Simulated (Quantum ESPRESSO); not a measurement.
**E(q) of MnPt from supercells**

This program has no spiral boundary conditions, so spirals of MnPt are built in supercells. What do they cost, in energy and in time?

Method: LDA; plane waves with GBRV 1.5 LDA potentials, no spin-orbit coupling, flat spiral in a supercell, in Quantum ESPRESSO 7.5.

Report form: the programs' logs are mostly left out.

## Step 1: The starting structure

It takes space group P4/mmm (No. 123, tetragonal). The conventional cell has a = 2.830 Å, b = 2.830 Å, c = 3.660 Å, α = 90.00°, β = 90.00°, γ = 90.00°. Nearest to Mn lie 8 Pt at 2.71 Å and 4 Mn at 2.83 Å. Nearest to Pt lie 8 Mn at 2.71 Å and 4 Pt at 2.83 Å. Farther neighbours are not listed.

The cell comes from the Crystallography Open Database.

## Step 2: Parallel moments, one cell

pw.in reads:

```
&CONTROL
  calculation = 'scf'
  prefix = 'pwscf'
  outdir = './tmp'
  pseudo_dir = './pseudo'
  disk_io = 'nowf'
/
&SYSTEM
  ibrav = 0
  celldm(1) = 8
  nat = 2
  ntyp = 2
  ecutwfc = 34
  ecutrho = 238
  nbnd = 46
  occupations = 'smearing'
  smearing = 'fd'
  degauss = 0.00367493
  noncolin = .true.
  starting_magnetization(1) = 0.2333
  angle1(1) = 90
  angle2(1) = 0
  starting_magnetization(2) = 0
/
&ELECTRONS
  conv_thr = 4d-09
  electron_maxstep = 150
  mixing_beta = 0.3
/
ATOMIC_SPECIES
Mn     54.9380 mn_lda_v1.5.uspp.F.UPF
Pt    195.0840 pt_lda_v1.4.uspp.F.UPF
CELL_PARAMETERS alat
   0.6684906165864    0.0000000000000    0.0000000000000
   0.0000000000000    0.6684906165864    0.0000000000000
   0.0000000000000    0.0000000000000    0.8645497020163
ATOMIC_POSITIONS crystal
Mn      0.0000000000    0.0000000000    0.0000000000
Pt      0.5000000000    0.5000000000    0.5000000000
K_POINTS automatic
12 6 6 0 0 0
```

On the command line:

```
OMP_NUM_THREADS=1 mpirun -n 4 pw.x -nk 4 -in pw.in > pw.out
```

The job ended after 36 s (4 MPI ranks of Arm Neoverse V1, shared host; peak memory 0.45 GiB).

Spin moment in the atom's sphere by atom:

| atom | x (μB) | y (μB) | z (μB) | size |
| --- | --- | --- | --- | --- |
| Mn1 | 3.58 | 0.00 | 0.00 | 3.58 |
| Pt2 | 0.36 | 0.00 | 0.00 | 0.36 |

Read from the output:

```yaml
smearing_term_ts: 0.01533 eV
magnetization: 4.055, 0, 0 μB
absolute_magnetization: 4.107 μB
final_state: ferromagnetic
```

## Step 3: One turn in 2 cells along the input cell's a

Neighbouring cells are turned by 180° in the xy plane; the cell holds 4 atoms.

pw.in reads:

```
&CONTROL
  calculation = 'scf'
  prefix = 'pwscf'
  outdir = './tmp'
  pseudo_dir = './pseudo'
  disk_io = 'nowf'
/
&SYSTEM
  ibrav = 0
  celldm(1) = 8
  nat = 4
  ntyp = 4
  ecutwfc = 34
  ecutrho = 238
  nbnd = 82
  occupations = 'smearing'
  smearing = 'fd'
  degauss = 0.00367493
  noncolin = .true.
  starting_magnetization(1) = 0.2333
  angle1(1) = 90
  angle2(1) = 0
  starting_magnetization(2) = 0.2333
  angle1(2) = 90
  angle2(2) = 180
  starting_magnetization(3) = 0
  starting_magnetization(4) = 0
/
&ELECTRONS
  conv_thr = 8d-09
  electron_maxstep = 150
  mixing_beta = 0.3
/
ATOMIC_SPECIES
Mn1    54.9380 mn_lda_v1.5.uspp.F.UPF
Mn2    54.9380 mn_lda_v1.5.uspp.F.UPF
Pt1   195.0840 pt_lda_v1.4.uspp.F.UPF
Pt2   195.0840 pt_lda_v1.4.uspp.F.UPF
CELL_PARAMETERS alat
   1.3369812331727    0.0000000000000    0.0000000000000
   0.0000000000000    0.6684906165864    0.0000000000000
   0.0000000000000    0.0000000000000    0.8645497020163
ATOMIC_POSITIONS crystal
Mn1     0.0000000000    0.0000000000    0.0000000000
Mn2     0.5000000000    0.0000000000    0.0000000000
Pt1     0.2500000000    0.5000000000    0.5000000000
Pt2     0.7500000000    0.5000000000    0.5000000000
K_POINTS automatic
6 6 6 0 0 0
```

The job ended after 87 s (4 MPI ranks; peak memory 0.67 GiB; 5.8 min of CPU time).

Spin moment in the atom's sphere by atom:

| atom | x (μB) | y (μB) | z (μB) | size |
| --- | --- | --- | --- | --- |
| Mn1 | 3.58 | 0.00 | 0.00 | 3.58 |
| Mn2 | -3.58 | 0.00 | 0.00 | 3.58 |
| Pt3 | 0.00 | 0.00 | 0.00 | 0.00 |
| Pt4 | 0.00 | 0.00 | 0.00 | 0.00 |

This step gave:

```
smearing term TS       : 0.01023 eV
magnetization          : 0, 0, 0 μB
absolute magnetization : 7.648 μB
final state            : antiferromagnetic
```

## Step 4: One turn in 3 cells along the input cell's a

Neighbouring cells are turned by 120° in the xy plane; the cell holds 6 atoms.

pw.in reads:

```
&CONTROL
  calculation = 'scf'
  prefix = 'pwscf'
  outdir = './tmp'
  pseudo_dir = './pseudo'
  disk_io = 'nowf'
/
&SYSTEM
  ibrav = 0
  celldm(1) = 8
  nat = 6
  ntyp = 6
  ecutwfc = 34
  ecutrho = 238
  nbnd = 118
  occupations = 'smearing'
  smearing = 'fd'
  degauss = 0.00367493
  noncolin = .true.
  starting_magnetization(1) = 0.2333
  angle1(1) = 90
  angle2(1) = 0
  starting_magnetization(2) = 0.2333
  angle1(2) = 90
  angle2(2) = 120
  starting_magnetization(3) = 0.2333
  angle1(3) = 90
  angle2(3) = -120
  starting_magnetization(4) = 0
  starting_magnetization(5) = 0
  starting_magnetization(6) = 0
/
&ELECTRONS
  conv_thr = 1.2d-08
  electron_maxstep = 150
  mixing_beta = 0.3
/
ATOMIC_SPECIES
Mn1    54.9380 mn_lda_v1.5.uspp.F.UPF
Mn2    54.9380 mn_lda_v1.5.uspp.F.UPF
Mn3    54.9380 mn_lda_v1.5.uspp.F.UPF
Pt1   195.0840 pt_lda_v1.4.uspp.F.UPF
Pt2   195.0840 pt_lda_v1.4.uspp.F.UPF
Pt3   195.0840 pt_lda_v1.4.uspp.F.UPF
CELL_PARAMETERS alat
   2.0054718497591    0.0000000000000    0.0000000000000
   0.0000000000000    0.6684906165864    0.0000000000000
   0.0000000000000    0.0000000000000    0.8645497020163
ATOMIC_POSITIONS crystal
Mn1     0.0000000000    0.0000000000    0.0000000000
Mn2     0.3333333333    0.0000000000    0.0000000000
Mn3     0.6666666667    0.0000000000    0.0000000000
Pt1     0.1666666667    0.5000000000    0.5000000000
Pt2     0.5000000000    0.5000000000    0.5000000000
Pt3     0.8333333333    0.5000000000    0.5000000000
K_POINTS automatic
4 6 6 0 0 0
```

The job ended after 5.4 min (4 MPI ranks; peak memory 1.2 GiB; 21 min of CPU time).

Spin moment in the atom's sphere by atom:

| atom | x (μB) | y (μB) | z (μB) | size |
| --- | --- | --- | --- | --- |
| Mn1 | 3.59 | 0.00 | 0.00 | 3.59 |
| Mn2 | -1.79 | 3.10 | 0.00 | 3.59 |
| Mn3 | -1.79 | -3.10 | 0.00 | 3.59 |
| Pt4 | 0.07 | 0.12 | 0.00 | 0.14 |
| Pt5 | -0.14 | 0.00 | 0.00 | 0.14 |
| Pt6 | 0.07 | -0.12 | 0.00 | 0.14 |

Read from the output:

| Item | Value |
| --- | --- |
| smearing term TS | 0.02557 eV |
| magnetization | -0.001, 0, 0 μB |
| absolute magnetization | 11.79 μB |
| final state | non-collinear |

Valence density in the ac plane at fractional y = 0.000, with atoms of Mn within 0.2 Å of it. It is the smooth field of the valence electrons, not physical close to the nuclei.

Ten steps, logarithmic in the rise over the least value, from '0' (0 e/Å³) to '9' (16 e/Å³), each cell a mean:
```
983002699830026998300269
742001367420013674200136
211001122110011221100112
001111000011110000111100
001111000011110000111100
001111000011110000111100
001111000011110000111100
321001133210011332100113
852001478520014786200147
983002799830027998300279
```
Columns run along a (8.5 Å), rows up along c (3.7 Å). Atoms in or near the plane, at fractional coordinates: Mn at (0.00, 0.00), Mn at (0.33, 0.00), Mn at (0.67, 0.00).

## Step 5: One turn in 4 cells along the input cell's a

Neighbouring cells are turned by 90° in the xy plane; the cell holds 8 atoms.

pw.in reads:

```
&CONTROL
  calculation = 'scf'
  prefix = 'pwscf'
  outdir = './tmp'
  pseudo_dir = './pseudo'
  disk_io = 'nowf'
/
&SYSTEM
  ibrav = 0
  celldm(1) = 8
  nat = 8
  ntyp = 8
  ecutwfc = 34
  ecutrho = 238
  nbnd = 154
  occupations = 'smearing'
  smearing = 'fd'
  degauss = 0.00367493
  noncolin = .true.
  starting_magnetization(1) = 0.2333
  angle1(1) = 90
  angle2(1) = 0
  starting_magnetization(2) = 0.2333
  angle1(2) = 90
  angle2(2) = 90
  starting_magnetization(3) = 0.2333
  angle1(3) = 90
  angle2(3) = 180
  starting_magnetization(4) = 0.2333
  angle1(4) = 90
  angle2(4) = -90
  starting_magnetization(5) = 0
  starting_magnetization(6) = 0
  starting_magnetization(7) = 0
  starting_magnetization(8) = 0
/
&ELECTRONS
  conv_thr = 1.6d-08
  electron_maxstep = 150
  mixing_beta = 0.3
/
ATOMIC_SPECIES
Mn1    54.9380 mn_lda_v1.5.uspp.F.UPF
Mn2    54.9380 mn_lda_v1.5.uspp.F.UPF
Mn3    54.9380 mn_lda_v1.5.uspp.F.UPF
Mn4    54.9380 mn_lda_v1.5.uspp.F.UPF
Pt1   195.0840 pt_lda_v1.4.uspp.F.UPF
Pt2   195.0840 pt_lda_v1.4.uspp.F.UPF
Pt3   195.0840 pt_lda_v1.4.uspp.F.UPF
Pt4   195.0840 pt_lda_v1.4.uspp.F.UPF
CELL_PARAMETERS alat
   2.6739624663455    0.0000000000000    0.0000000000000
   0.0000000000000    0.6684906165864    0.0000000000000
   0.0000000000000    0.0000000000000    0.8645497020163
ATOMIC_POSITIONS crystal
Mn1     0.0000000000    0.0000000000    0.0000000000
Mn2     0.2500000000    0.0000000000    0.0000000000
Mn3     0.5000000000    0.0000000000    0.0000000000
Mn4     0.7500000000    0.0000000000    0.0000000000
Pt1     0.1250000000    0.5000000000    0.5000000000
Pt2     0.3750000000    0.5000000000    0.5000000000
Pt3     0.6250000000    0.5000000000    0.5000000000
Pt4     0.8750000000    0.5000000000    0.5000000000
K_POINTS automatic
3 6 6 0 0 0
```

The job ended after 9.5 min (4 MPI ranks; peak memory 1.6 GiB).

This step gave:

```
smearing term TS       : 0.03950 eV
magnetization          : 0, 0, 0 μB
absolute magnetization : 15.96 μB
final state            : non-collinear
largest moment         : 3.586 μB
```

## Step 6: An input with a fault

As a test, an input with a fault in it is run.

pw.in reads:

```
&CONTROL
  calculation = 'scf'
  prefix = 'pwscf'
  outdir = './tmp'
  pseudo_dir = './pseudo'
  disk_io = 'nowf'
/
&SYSTEM
  ibrav = 0
  nat = 2
  ntyp = 2
  ecutwfc = 34
  ecutrho = 238
  nbnd = 24
  occupations = 'smearing'
  smearing = 'fd'
  degauss = 0.00367493
  nspin = 2
  starting_magnetization(1) = 0.2333
  starting_magnetization(2) = 0
&ELECTRONS
  conv_thr = 4d-09
  electron_maxstep = 60
  mixing_beta = 0.3
/
ATOMIC_SPECIES
Mn     54.9380 mn_lda_v1.5.uspp.F.UPF
Pt    195.0840 pt_lda_v1.4.uspp.F.UPF
CELL_PARAMETERS angstrom
   2.8300000000    0.0000000000    0.0000000000
   0.0000000000    2.8300000000    0.0000000000
   0.0000000000    0.0000000000    3.6600000000
ATOMIC_POSITIONS crystal
Mn      0.0000000000    0.0000000000    0.0000000000
Pt      0.5000000000    0.5000000000    0.5000000000
K_POINTS automatic
6 6 6 0 0 0
```

The job ended after 0.47 s (4 MPI ranks; peak memory 0.05 GiB).

The input was rejected at the start.

The program's message: “read_namelists (1): bad line in namelist &system: "&ELECTRONS" (error could be in the previous line)”

The fault put into the input: a namelist without its slash.

## Step 7: The spirals together

Spirals:

| q along the reciprocal vector | energy less that at q = 0 (meV a seeded atom) | largest site moment (μB) | typed angles kept | CPU time (s) |
| --- | --- | --- | --- | --- |
| 0 | 0 | 3.583 | yes | 144.1 |
| 0.25 | -122.3 | 3.586 | yes | 2278 |
| 0.3333 | -180 | 3.585 | yes | 1285 |
| 0.5 | -242 | 3.578 | yes | 347.2 |

The energy less that at q = 0, self-consistent by path:

| path (Å⁻¹) | energy less that at q = 0, self-consistent (meV a seeded atom) |
| --- | --- |
| 0.000 | 0 |
| 0.555 | -122 |
| 0.740 | -180 |
| 1.110 | -242 |

## Step 8: Summary of results

- lowest point: q = 0.5 along a*, -242 meV a seeded atom
- highest point: q = 0, 0 meV a seeded atom

The state at q = 0.5 lies 242 meV a seeded atom under the parallel one, with neighbouring cells opposed. The moment changes by 0.22 % between the spirals. The cell of 4 repeats took 16 times the CPU time of the single cell, though its mesh is shorter in proportion. Here a and a* are vectors of the cell in the input, which need not be the conventional cell, and only this direction was probed. The mesh is coarse, so differences of some ten meV can be noise in a metal. The cutoff lies under the 40 Ry that these files are usually run at.

[Logs and program files are shortened in this print: banners, set-up blocks, solver, clock and traceback lines can be left out without a mark of their own.]

[Logs are printed without paths, hosts, clocks, repeated set-up lines and the standing remarks that a program may print on its own settings, such as how far it seeks lower states.]

[Hosts, paths, dates, database ids (printed as entryN), source tags and the programs' standing remarks are cut or masked in the printed files.]

[Where a cell is said to come from a database of computed structures, the database is the Materials Project.]
